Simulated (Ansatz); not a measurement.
# How many bands does the GW gap of Cs2LiScF6 (Fm-3m) need?

Wanted: a G0W0 gap for Cs2LiScF6 (Fm-3m) that is converged in bands and cutoff, or an estimate of the limit.

Method: G0W0 on PBE, plane waves, PAW; PAW set soft_1, in Ansatz 0.2.0.

This is a report of a sequence of runs, with most program output left out.

### Step 1. The starting structure

The structure is cubic, space group Fm-3m (No. 225). The conventional cell has a = 8.791 Å, b = 8.791 Å, c = 8.791 Å, α = 90.00°, β = 90.00°, γ = 90.00°. Cs has 12 F at 3.11 Å nearest. Nearest to Li lie 6 F at 2.33 Å. Nearest to Sc lie 6 F at 2.06 Å. Nearest to F lie 1 Sc at 2.06 Å and 1 Li at 2.33 Å and 4 Cs at 3.11 Å. Farther neighbours and most contacts between anions are not listed.

The cell and positions are those that the Materials Project relaxed with its own functionals (PBE, PBE+U or r2SCAN), kept fixed. Spin-orbit coupling is left out unless a step names it.

### Step 2. 153 empty bands, screening to 54 eV

Now the one-shot GW correction: screening in the RPA, then the self-energy of the levels asked for. This step takes PAW set soft_1 files.

File input.yaml:

```yaml
crystal:
  lattice:
    - [0.0, 4.3957373378, 4.3957373378]
    - [4.3957373378, 0.0, 4.3957373378]
    - [4.3957373378, 4.3957373378, 0.0]
  atoms:
    - { symbol: Cs, position: [0.75, 0.75, 0.75] }
    - { symbol: Cs, position: [0.25, 0.25, 0.25] }
    - { symbol: Li, position: [0.5, 0.5, 0.5] }
    - { symbol: Sc, position: [0.0, 0.0, 0.0] }
    - { symbol: F, position: [0.76533224, 0.23466776, 0.23466776] }
    - { symbol: F, position: [0.23466776, 0.23466776, 0.76533224] }
    - { symbol: F, position: [0.23466776, 0.76533224, 0.76533224] }
    - { symbol: F, position: [0.23466776, 0.76533224, 0.23466776] }
    - { symbol: F, position: [0.76533224, 0.23466776, 0.76533224] }
    - { symbol: F, position: [0.76533224, 0.76533224, 0.23466776] }
kpoints:
  mp_grid: { grid: [4, 4, 4] }
hamiltonian:
  xc: pbe
  pseudopotentials: { kind: paw, azcp: { folder: soft_1 } }
scf:
  occupations: { method: fixed }
gw:
  n_empty_bands: 153
  ecut_chi: 54
  qp_bands: [v3, c3]
  qp_kpoints: band_edges
  screening: { model: contour_deformation }
```

Run with:

```sh
$ ansatz run input.yaml --threads 2 --pin off --max-ram 92160MiB --backend cuda --events-out ev --progress --plain --runs-dir out --devices 1 --max-vram 13GiB
```

Elapsed: 22 s, on 1 × NVIDIA H100 80GB HBM3 (shared by 6 runs) with 2 threads of AMD EPYC 7R13 (Zen 3), shared host; peak memory 1.2 GiB.

Numbers from this step:

- bands summed: 190
- RPA ε∞ on this mesh (eigenvalues): 2.309, 2.309, 2.309
- plane waves in the screening matrix: 169
- q-points in the mesh: 64
- G0W0 gap on the mesh: 11.69 eV
- k of the valence top: 0, 0.25, -0.25
- k of the conduction bottom: 0, 0, 0
- starting gap on the mesh: 6.688 eV
- Z at the valence top: 0.7843
- Z at the conduction bottom: 0.8008
- least direct G0W0 gap on the computed points: 11.73 eV

The gap on the mesh goes from 6.69 eV to 11.69 eV, a correction of +5.00 eV. The program marks an edge row as in doubt. Between the two edge states, bare exchange in place of the xc potential would open the gap by 15.81 eV, and correlation takes back 10.81 eV.

### Step 3. 432 empty bands, screening to 108 eV

Another rung: the empty bands reach about as high as the screening cutoff, so the two stay in balance.

Changes to input.yaml since step 2:

```diff
@@ -24,4 +24,4 @@
 gw:
-  n_empty_bands: 153
-  ecut_chi: 54
+  n_empty_bands: 432
+  ecut_chi: 108
   qp_bands: [v3, c3]
```

Elapsed: 36 s, on 1 × NVIDIA H100 80GB HBM3 (shared by 6 runs) with 2 threads; peak memory 1.5 GiB; 55 s of CPU time.

This step gave:

* bands summed: 469
* RPA ε∞ on this mesh (eigenvalues): 2.304, 2.304, 2.304
* plane waves in the screening matrix: 411
* q-points in the mesh: 64
* G0W0 gap on the mesh: 11.20 eV
* k of the valence top: 0, 0.25, -0.25
* k of the conduction bottom: 0, 0, 0
* starting gap on the mesh: 6.688 eV
* Z at the valence top: 0.7758
* Z at the conduction bottom: 0.7952
* least direct G0W0 gap on the computed points: 11.21 eV

Against the run with 4×4×4 mesh, 153 empty bands, screening to 54 eV, PAW set soft_1 files, the gap moves by −0.49 eV.

### Step 4. 931 empty bands, screening to 180 eV

Changes to input.yaml since step 3:

```diff
@@ -24,4 +24,4 @@
 gw:
-  n_empty_bands: 432
-  ecut_chi: 108
+  n_empty_bands: 931
+  ecut_chi: 180.0
   qp_bands: [v3, c3]
```

Run time: 80 s. Hardware: 1 × NVIDIA H100 80GB HBM3 (shared by 6 runs) with 2 threads; peak memory 2.5 GiB; 1.9 min of CPU time.

This step gave:

| Item | Value |
| --- | --- |
| bands summed | 968 |
| RPA ε∞ on this mesh (eigenvalues) | 2.300, 2.300, 2.300 |
| plane waves in the screening matrix | 941 |
| G0W0 gap on the mesh | 11.16 eV |
| k of the valence top | 0, 0.25, -0.25 |
| k of the conduction bottom | 0, 0, 0 |
| starting gap on the mesh | 6.688 eV |
| least direct G0W0 gap on the computed points | 11.16 eV |

Against the run with 4×4×4 mesh, 432 empty bands, screening to 108 eV, PAW set soft_1 files, the gap moves by −0.04 eV.

### Step 5. Changing the k mesh: 2×2×2 mesh, 432 empty bands, screening to 108 eV, PAW set soft_1 files

Only the mesh changes. It samples the long-range screening, which converges on its own terms. Bands and cutoff differ from the step before, so it is read against an earlier run that matches them.

Changes to input.yaml since step 4:

```diff
@@ -17,3 +17,3 @@
 kpoints:
-  mp_grid: { grid: [4, 4, 4] }
+  mp_grid: { grid: [2, 2, 2] }
 hamiltonian:
@@ -24,4 +24,4 @@
 gw:
-  n_empty_bands: 931
-  ecut_chi: 180.0
+  n_empty_bands: 432
+  ecut_chi: 108
   qp_bands: [v3, c3]
```

It took 12 s on 1 × NVIDIA H100 80GB HBM3 (shared by 6 runs) with 2 threads; peak memory 1.2 GiB.

This step gave:

```
bands summed                                 : 469
RPA ε∞ on this mesh (eigenvalues)            : 2.335, 2.335, 2.335
plane waves in the screening matrix          : 411
G0W0 gap on the mesh                         : 11.22 eV
k of the valence top                         : 0, 0, 0
k of the conduction bottom                   : 0, 0, 0
starting gap on the mesh                     : 6.689 eV
least direct G0W0 gap on the computed points : 11.22 eV
```

Against the run with 4×4×4 mesh, 432 empty bands, screening to 108 eV, PAW set soft_1 files, the gap moves by +0.02 eV. A band edge is found at another k point on this mesh.

### Step 6. Changing the frequency model: 4×4×4 mesh, 931 empty bands, screening to 180 eV, plasmon pole, PAW set soft_1 files

A plasmon pole stands in for the full frequency dependence of the screening; this run shows what that costs in accuracy. Bands and cutoff differ from the step before, so it is read against an earlier run that matches them.

Changes to input.yaml since step 5:

```diff
@@ -17,3 +17,3 @@
 kpoints:
-  mp_grid: { grid: [2, 2, 2] }
+  mp_grid: { grid: [4, 4, 4] }
 hamiltonian:
@@ -24,6 +24,6 @@
 gw:
-  n_empty_bands: 432
-  ecut_chi: 108
+  n_empty_bands: 931
+  ecut_chi: 180.0
   qp_bands: [v3, c3]
   qp_kpoints: band_edges
-  screening: { model: contour_deformation }
+  screening: { model: godby_needs }
```

Wall time 2 min (1 × NVIDIA H100 80GB HBM3 (shared by 6 runs) with 2 threads); peak memory 6.8 GiB; 3.2 min of CPU time.

This step gave:

| Item | Value |
| --- | --- |
| bands summed | 968 |
| plasmon-pole fit frequency | 24.51 eV |
| RPA ε∞ on this mesh (eigenvalues) | 2.300, 2.300, 2.300 |
| plane waves in the screening matrix | 941 |
| G0W0 gap on the mesh | 11.29 eV |
| k of the valence top | 0, 0, 0.25 |
| k of the conduction bottom | 0, 0, 0 |
| starting gap on the mesh | 6.688 eV |
| least direct G0W0 gap on the computed points | 11.31 eV |

Against the run with 4×4×4 mesh, 931 empty bands, screening to 180 eV, PAW set soft_1 files, the gap moves by +0.13 eV.

### Step 7. Changing the files and raising the bands: 4×4×4 mesh, 1380 empty bands, screening to 234 eV, hard PAW files

Other atomic data (hard PAW) test the pseudisation: the cutoff goes from 420 to 1050 eV, with the same valence electrons. Bands and screening cutoff change too, so the step is no clean test of the files.

This step: G0W0 on PBE, plane waves, PAW.

Changes to input.yaml since step 6:

```diff
@@ -20,3 +20,3 @@
   xc: pbe
-  pseudopotentials: { kind: paw, azcp: { folder: soft_1 } }
+  pseudopotentials: { kind: paw, source: ansatz }
 scf:
@@ -24,6 +24,6 @@
 gw:
-  n_empty_bands: 931
-  ecut_chi: 180.0
+  n_empty_bands: 1380
+  ecut_chi: 234.0
   qp_bands: [v3, c3]
   qp_kpoints: band_edges
-  screening: { model: godby_needs }
+  screening: { model: contour_deformation }
```

The job ended after 97 s (1 × NVIDIA H100 80GB HBM3 (shared by 6 runs) with 2 threads; peak memory 6.4 GiB; 2.6 min of CPU time).

This step gave:

```
bands summed                                 : 1417
RPA ε∞ on this mesh (eigenvalues)            : 2.299, 2.299, 2.299
plane waves in the screening matrix          : 1411
G0W0 gap on the mesh                         : 11.18 eV
k of the valence top                         : 0, 0.25, -0.25
k of the conduction bottom                   : 0, 0, 0
starting gap on the mesh                     : 6.686 eV
least direct G0W0 gap on the computed points : 11.19 eV
```

Against the run with 4×4×4 mesh, 931 empty bands, screening to 180 eV, PAW set soft_1 files, the gap moves by +0.02 eV.

### Step 8. Convergence and cost

Times are wall times on 1 × NVIDIA H100 80GB HBM3 (shared by 6 runs) with 2 threads of AMD EPYC 7R13 (Zen 3), shared host, good to a factor of about two.

```tsv
mesh	files	frequency	bands summed	cutoff (eV)	start (eV)	G0W0 (eV)	time	host memory (GiB)
4×4×4	PAW set soft_1	contour deformation	190	54	6.688	11.689	22 s	1.2
4×4×4	PAW set soft_1	contour deformation	469	108	6.688	11.196	36 s	1.5
4×4×4	PAW set soft_1	contour deformation	968	180	6.688	11.157	80 s	2.5
2×2×2	PAW set soft_1	contour deformation	469	108	6.689	11.219	12 s	1.2
4×4×4	PAW set soft_1	plasmon pole	968	180	6.688	11.292	2 min	6.8
4×4×4	hard PAW	contour deformation	1417	234	6.686	11.177	97 s	6.4
```

The parts of the quasiparticle energy at the two band edges (eV; QP = start + Σx + Σc − Vxc):

```tsv
run	edge	start	Σx	Σc	Vxc	Z	QP
190 bands	valence top	2.20	-30.80	5.51	-23.38	0.78	0.28
190 bands	conduction bottom	8.88	-11.35	-5.30	-19.74	0.80	11.97
469 bands	valence top	2.20	-30.80	5.59	-23.38	0.78	0.36
469 bands	conduction bottom	8.88	-11.35	-5.72	-19.74	0.80	11.55
968 bands	valence top	2.20	-30.80	5.43	-23.38	0.77	0.20
968 bands	conduction bottom	8.88	-11.35	-5.91	-19.74	0.79	11.36
```

### Step 9. Outcome

```json
{
 "190 bands, 54 eV": "11.689 eV",
 "469 bands, 108 eV": "11.196 eV",
 "968 bands, 180 eV": "11.157 eV",
 "estimated limit in bands and cutoff": "11.12 eV",
 "mesh and start": "4×4×4, PBE"
}
```

In words: A line in one over the bands through the two highest rungs gives 11.12 eV, −0.04 eV from the top rung; the pair below gives 10.86 eV, so the series converges faster than that law. The rungs stand 0.57 eV (190 bands), 0.08 eV (469 bands) and 0.04 eV (968 bands) from it. From 190 to 968 bands the gap moves by −0.53 eV while the time grows 3.6-fold. Σc changes by −0.08 eV at the valence top and −0.61 eV at the conduction bottom, so the conduction edge carries most of the change. On the 2×2×2 mesh in place of 4×4×4 the gap differs by +0.02 eV, of which +0.001 eV is already in the start. The plasmon-pole model gives +0.13 eV against contour deformation, 3 % of the correction, and saved no time in this program. With hard PAW files and 1417 bands the gap is 11.18 eV; the line for the PAW set soft_1 files gives 11.14 eV at that count, a difference of +0.03 eV that holds the line's own error too. The cheapest rung within 0.1 eV of this estimate is that with 469 bands (36 s). The many-body steps are scalar-relativistic: spin-orbit coupling is not in them.

[Paths, hosts, dates, memory and timing lines, banners, echoed tables and standing remarks are left out of the program output.]

[Logs are printed without paths, hosts, clocks, repeated set-up lines and the standing remarks that a program may print on its own settings, such as how far it seeks lower states.]

[Runs of the session that timed out or met a known fault of the program may be left out.]

[Cells called generated may have been cut or substituted from an entry of the Crystallography Open Database or the Materials Project.]

[Hosts, paths, dates, database ids (printed as entryN), source tags and the programs' standing remarks are cut or masked in the printed files.]
